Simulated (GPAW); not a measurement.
BP (F-43m): refractive index against wavelength

The refractive index of BP (F-43m) below the direct gap (3.41 eV on the mesh) is read from one computed spectrum, n = √(Re ε).

Symmetry: F-43m, No. 216, cubic system. Conventional cell: a = 4.538 Å, b = 4.538 Å, c = 4.538 Å, α = 90.00°, β = 90.00°, γ = 90.00°. P on site c is surrounded by 4 B at 1.97 Å. B on site a is surrounded by 4 P at 1.97 Å.

Method: GPAW 26.7.0, PBE, RPA, k-mesh 13×13×13, local fields up to 60 eV, Lorentzian half width 0.15 eV.

Launch of the response step: `OMP_NUM_THREADS=1 python df.py`. The run took 25 s, its band step included, on 1 thread of Arm Neoverse V2, with other jobs on the host.

```tsv
wavelength (nm)	photon energy E (eV)	n
1550	0.800	2.9941
1310	0.946	3.0041
1064	1.165	?
850	1.459	3.0548
700	1.771	3.0996
633	1.959	3.1326
532	2.331	3.2153
```

In the single-oscillator model n² − 1 = E₀E_d/(E₀² − E²), so 1/(n² − 1) = E₀/E_d − E²/(E₀E_d) is linear in E².

Working, on the rows shown:

| x = E² (eV²) | y = 1/(n² − 1) |
| --- | --- |
| 0.639837 | 0.125555 |
| 0.895757 | 0.124617 |
| 2.12762 | 0.120022 |
| 3.13716 | 0.116177 |
| 3.83641 | 0.113466 |
| 5.43137 | 0.107088 |

Means: x̄ = 2.678, ȳ = 0.11782. Σ(x − x̄)(y − ȳ) = -0.06444, Σ(x − x̄)² = 16.77. Slope = -0.06444 / 16.77 = -0.003843; intercept = ȳ − slope · x̄ = 0.12811. Turned back into n, the line misses the rows shown by at most 0.0021.

Question: What does the fit predict for the withheld row, and how well does it do?

Answer: At x = 1.3578 the line gives y = 0.12289, that is 3.0228. The run gave 3.0227, so the interpolation is off by 5.8e-05, 0.0 % of the range in the table.

Refitted with all rows, the slope is -0.003843 and the intercept 0.12811. These give E₀ = √(intercept/−slope) = 5.77 eV and E_d = E₀/intercept = 45.1 eV; E₀ is 1.7 times the direct gap. The electronic limit at long wavelengths, without lattice vibrations, is n = √(1 + 1/intercept) = 2.967. Excitons are left out; PBE gaps are as a rule too small. The values come from a sum over the points of one k-mesh and carry its error, which grows as the direct gap shrinks. The local-field cutoff holds few shells of reciprocal vectors for this small cell, so ε∞ can read a few per cent high.

[Logs are printed without paths, hosts, clocks, repeated set-up lines and the standing remarks that a program may print on its own settings, such as how far it seeks lower states.]
